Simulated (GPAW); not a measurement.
# Dielectric function and optical constants of InSb3

Aim: the dielectric function of InSb3, and the optical constants that follow from it.

Calculated with GPAW 26.7.0; DFT, PBE, plane-wave PAW (GPAW data sets), scalar-relativistic, RPA, optical limit.

Report form: the programs' logs are mostly left out.

**1. Starting point**

Symmetry: Fm-3m, No. 225, cubic system. The conventional cell has a = 7.589 Å, b = 7.589 Å, c = 7.589 Å, α = 90.00°, β = 90.00°, γ = 90.00°. Nearest to Sb lie 8 Sb at 3.29 Å. Nearest to Sb lie 4 In at 3.29 Å and 4 Sb at 3.29 Å. Nearest to In lie 8 Sb at 3.29 Å. Farther neighbours are not listed.

Coordinates:

```
Sb In
1.0
     0.00000    3.79455    3.79455
     3.79455    0.00000    3.79455
     3.79455    3.79455    0.00000
Sb In
3 1
Direct
  0.50000 0.50000 0.50000
  0.75000 0.75000 0.75000
  0.25000 0.25000 0.25000
  0.00000 0.00000 0.00000
```

**2. Ground state**

The self-consistent density comes first; it also tells whether there is a gap, which decides the occupations and the need for a Drude term.

This step: DFT, PBE, plane-wave PAW (GPAW data sets), scalar-relativistic, ground state (GPAW 26.7.0).

gs.py

```python
from ase import Atoms
from ase.dft.bandgap import bandgap
from gpaw import GPAW, PW, FermiDirac

atoms = Atoms(['Sb', 'Sb', 'Sb', 'In'],
              cell=[[0.000000000000, 3.794555000000, 3.794555000000],
                    [3.794555000000, 0.000000000000, 3.794555000000],
                    [3.794555000000, 3.794555000000, 0.000000000000]],
              scaled_positions=[[0.500000000000, 0.500000000000, 0.500000000000],
                                [0.750000000000, 0.750000000000, 0.750000000000],
                                [0.250000000000, 0.250000000000, 0.250000000000],
                                [0.000000000000, 0.000000000000, 0.000000000000]],
              pbc=[True, True, True])
atoms.calc = GPAW(mode=PW(400), xc='PBE', kpts={'size': (5, 5, 5), 'gamma': True},
                  occupations=FermiDirac(0.05), maxiter=150, txt='gs.txt')
print('energy (eV)', atoms.get_potential_energy())
print('Fermi level (eV)', atoms.calc.get_fermi_level())
print('valence electrons', atoms.calc.get_number_of_electrons())
print('gap (eV)', bandgap(atoms.calc, output=None)[0])
print('direct gap (eV)', bandgap(atoms.calc, direct=True, output=None)[0])
atoms.calc.write('gs.gpw')
```

Launch:

```sh
$ OMP_NUM_THREADS=1 python gs.py
```

It took 14 s on 1 thread of Intel Xeon Platinum 8259CL at 2.50GHz (Skylake/Cascade Lake), shared host; peak memory 0.17 GiB.

This step gave:

| Property | Result |
| --- | --- |
| energy | -14.87 eV |
| Fermi energy | 7.259 eV |
| electrons | 58 |

There are states at the Fermi level within the smearing, so the occupations stay smeared and the carriers get a Drude term.

**3. Bands for the response**

At the fixed density, many empty bands are solved on the mesh of the response, since the spectrum sums over them.

This step: DFT, PBE, plane-wave PAW (GPAW data sets), scalar-relativistic, bands at fixed density (GPAW 26.7.0).

nscf.py

```python
from ase.dft.bandgap import bandgap
from gpaw import GPAW, FermiDirac

calc = GPAW('gs.gpw').fixed_density(kpts={'size': (8, 8, 8), 'gamma': True}, nbands=86, convergence={'bands': 80},
                                    occupations=FermiDirac(0.05), txt='nscf.txt')
print('gap (eV)', bandgap(calc, output=None)[0])
print('direct gap (eV)', bandgap(calc, direct=True, output=None)[0])
print('top band over the Fermi level (eV)', min(calc.get_eigenvalues(kpt=k)[79] for k in range(len(calc.get_ibz_k_points()))) - calc.get_fermi_level())
calc.write('full.gpw', mode='all')
```

Launch:

```sh
$ OMP_NUM_THREADS=1 python nscf.py
```

Elapsed: 2.7 min, on 1 thread; peak memory 0.26 GiB.

**4. Dielectric function, RPA**

Transitions between filled and empty bands, summed over the zone, give the optical response, so mesh, band count and broadening shape it.

The induced potential is part of this response.

This step: DFT, PBE, plane-wave PAW (GPAW data sets), scalar-relativistic, RPA, optical limit (GPAW 26.7.0).

df.py

```python
from gpaw.response.df import DielectricFunction

df = DielectricFunction('full.gpw', frequencies={'type': 'nonlinear', 'domega0': 0.03, 'omega2': 8},
                        ecut=30,
                        eta=0.15,
                        nbands=80,
                        rate=0.1,
                        txt='df.txt')
for direction in ['x']:
    df.get_dielectric_function(xc='RPA', direction=direction, filename=f'df_{direction}.csv')
```

Launch:

```sh
$ OMP_NUM_THREADS=1 python df.py
```

Wall time 33 s (1 thread); peak memory 0.32 GiB.

Numbers from this step:

- centre of weight of the strongest loss peak in the window: 13.77 eV

Sum at mesh points, not converged in k. Im ε, E ∥ x against photon energy; read off at these points:

```
photon energy (eV)  Im ε, E ∥ x
                 1         59.5
                 2         22.6
                 3         11.4
                 4         3.28
                 5         2.76
                 6         2.09
                 7         1.31
                 8        0.618
                 9        0.662
                10        0.535
                11        0.412
                12        0.425
                13        0.320
                14        0.387
                15        0.308
                16        0.231
                17        0.227
                18        0.180
                19        0.287
                20        0.185
                21       0.0953
                22       0.0917
                23        0.102
                24       0.0969
                25       0.0856
                26       0.0760
```

Values under 1 per cm are given as 1; sum at mesh points, not converged in k. Absorption coefficient, E ∥ x against photon energy:

```
photon energy (eV)  absorption coefficient, E ∥ x (1/cm)
             0.492                                 7.1e5
             1.010                                 7.6e5
             1.486                                 8.6e5
             1.985                                 9.7e5
             2.508                                 1.1e6
             3.018                                 1.2e6
             3.510                                 1.3e6
             3.980                                 1.2e6
             4.516                                 1.1e6
             4.981                                 1.1e6
             5.515                                 1.2e6
             6.021                                 1.3e6
             6.494                                 1.1e6
             6.985                                 1.1e6
             7.496                                 1.1e6
             8.026                                 1.1e6
             8.516                                 9.8e5
             9.023                                 9.5e5
             9.483                                 9.5e5
            10.026                                 9.3e5
            10.519                                 8.2e5
            11.029                                 7.3e5
            11.479                                 7.3e5
            12.023                                 6.2e5
            12.504                                 6.8e5
            13.000                                 5.3e5
            13.512                                 5.1e5
            14.040                                 5.3e5
            14.493                                 5.3e5
            14.960                                 5.0e5
            15.536                                 3.5e5
            16.031                                 3.2e5
            16.541                                 2.8e5
            16.959                                 3.1e5
            17.496                                 2.6e5
            18.049                                 2.3e5
            18.504                                 3.1e5
            18.969                                 3.6e5
            19.447                                 3.6e5
            20.061                                 2.6e5
            20.438                                 1.7e5
            20.953                                 1.4e5
            21.482                                 1.4e5
            22.024                                 1.3e5
            22.440                                 1.5e5
            23.009                                 1.5e5
            23.446                                 1.4e5
            24.042                                 1.4e5
            24.500                                 1.4e5
            24.968                                 1.3e5
            25.447                                 1.1e5
            25.935                                 1.1e5
```

Sum at mesh points, not converged in k. Im ε, E ∥ x against photon energy; read off at these points:

```
photon energy (eV)  without local fields  with local fields
                 1                  60.6               59.5
                 2                  24.2               22.6
                 3                  12.0               11.4
                 4                  3.43               3.28
                 5                  3.02               2.76
                 6                  2.10               2.09
                 7                  1.41               1.31
                 8                 0.717              0.618
                 9                 0.813              0.662
                10                 0.639              0.535
                11                 0.547              0.412
                12                 0.528              0.425
                13                 0.292              0.320
                14                 0.266              0.387
                15                 0.275              0.308
                16                 0.219              0.231
                17                 0.204              0.227
                18                 0.195              0.180
                19                 0.363              0.287
                20                 0.141              0.185
                21                0.0890             0.0953
                22                0.0907             0.0917
                23                0.0977              0.102
                24                0.0938             0.0969
                25                0.0881             0.0856
                26                0.0887             0.0760
```

Sum at mesh points, not converged in k. The reflectivity at normal incidence, E ∥ x by photon energy; read off at these points:

```
photon energy (eV)  reflectivity at normal incidence, E ∥ x (%)
              0.50                                         90.7
              1.00                                         79.8
              1.50                                         77.5
              2.00                                         72.7
              2.50                                         75.8
              3.00                                         73.8
              3.50                                         83.0
              4.00                                         78.9
              4.50                                         69.2
              5.00                                         67.2
              5.50                                         59.8
              6.00                                         70.1
              6.28                                         76.3
              6.50                                         69.9
              7.00                                         64.9
              7.50                                         69.7
              7.91                                         71.5
              8.00                                         71.1
              8.50                                         57.9
              9.00                                         54.8
              9.50                                         53.7
             10.00                                         54.0
             10.10                                         55.8
             10.50                                         48.5
             11.00                                         41.9
             11.50                                         32.9
             12.00                                         26.2
             12.50                                         28.6
             13.00                                         24.4
             13.50                                         15.6
             14.00                                         15.3
             14.50                                         15.0
             15.00                                         16.0
             15.50                                         11.9
             16.00                                         8.73
             16.50                                         7.37
             17.00                                         6.19
             17.50                                         4.83
             18.00                                         3.41
             18.50                                         3.37
             19.00                                         3.25
             19.50                                         4.25
             20.00                                         4.67
             20.50                                         3.07
             21.00                                         2.38
             21.50                                         1.82
             22.00                                         1.46
             22.50                                         1.35
             23.00                                         1.12
             23.50                                         1.02
             24.00                                        0.931
             24.50                                        0.796
             25.00                                        0.737
             25.50                                        0.599
             26.00                                        0.480
```

The loss function −Im 1/ε at q → 0, E ∥ x has structure finer than the step of the table below, so its rows give means over 0.5 eV, whole bins alone (the curve runs from 0.305 to 26.4 eV). Peaks (eV: height): 11.94: 2.34, 13.00: 3.13, 15.05: 2.79.

Sum at mesh points, not converged in k. The loss function −Im 1/ε at q → 0, E ∥ x by energy loss; means over each step:

```
energy loss (eV)  loss function −Im 1/ε at q → 0, E ∥ x
             1.0                                0.00981
             1.5                                 0.0168
             2.0                                 0.0247
             2.5                                 0.0299
             3.0                                 0.0341
             3.5                                 0.0294
             4.0                                 0.0442
             4.5                                 0.0785
             5.0                                  0.101
             5.5                                  0.119
             6.0                                 0.0952
             6.5                                  0.126
             7.0                                  0.163
             7.5                                  0.166
             8.0                                  0.201
             8.5                                  0.363
             9.0                                  0.468
             9.5                                  0.561
            10.0                                  0.664
            10.5                                  0.982
            11.0                                   1.49
            11.5                                   1.74
            12.0                                   2.17
            12.5                                   2.18
            13.0                                   2.90
            13.5                                   2.42
            14.0                                   2.33
            14.5                                   2.39
            15.0                                   2.67
            15.5                                   2.28
            16.0                                   1.70
            16.5                                   1.38
            17.0                                   1.19
            17.5                                  0.916
            18.0                                  0.695
            18.5                                  0.739
            19.0                                  0.821
            19.5                                  0.945
            20.0                                  0.814
            20.5                                  0.455
            21.0                                  0.324
            21.5                                  0.280
            22.0                                  0.241
            22.5                                  0.243
            23.0                                  0.224
            23.5                                  0.210
            24.0                                  0.198
            24.5                                  0.181
            25.0                                  0.163
            25.5                                  0.134
            26.0                                  0.126
```

From ε follow the optical constants at some laser and lamp lines:

```
wavelength (nm)     n      k  R (%)     1/α
           1550  3.30  9.242   87.3   13 nm
           1064  3.54  7.841   82.8   11 nm
            633  2.28  4.816   73.2   10 nm
            405  1.40  3.973   74.0  8.1 nm
            365  0.75  3.759   82.6  7.7 nm
            308  0.57  2.858   78.7  8.6 nm
            248  0.62  2.224   67.2  8.9 nm
```

In reflection the computed colour is light grey: x = 0.312, y = 0.334, luminous reflectivity 75 %.

**5. Results**

```
centre of weight of the strongest loss peak in the window, first axis : 13.8 eV
```

What this shows: At this level (PBE, RPA) InSb3 is a metal. The mesh is too coarse to trust the carriers' weight, the reflectivity or the colour to better than tens of per cent. In reflection the computed colour is light grey: x = 0.312, y = 0.334, luminous reflectivity 75 %. The carriers' damping of 0.1 eV is typed, not computed; it shapes the response at the lowest energies. Spin-orbit coupling is left out although heavy atoms are present. The curves end at 26 eV, about where the summed bands run out. GPAW's carrier term has the form −ωp²/(ω + i·rate)², which damps like twice the rate and fails at low energy, so the curves leave the lowest energies out. The sum runs over mesh points 0.18 Å⁻¹ apart with no interpolation, so peaks are partly noise of the mesh, and the Drude plasma energy, a sum over the Fermi surface, isn't converged.

[Machine, clock and banner lines and Python warnings are left out of the logs.]

[Logs are printed without paths, hosts, clocks, repeated set-up lines and the standing remarks that a program may print on its own settings, such as how far it seeks lower states.]

[Hosts, paths, dates, database ids (printed as entryN), source tags and the programs' standing remarks are cut or masked in the printed files.]
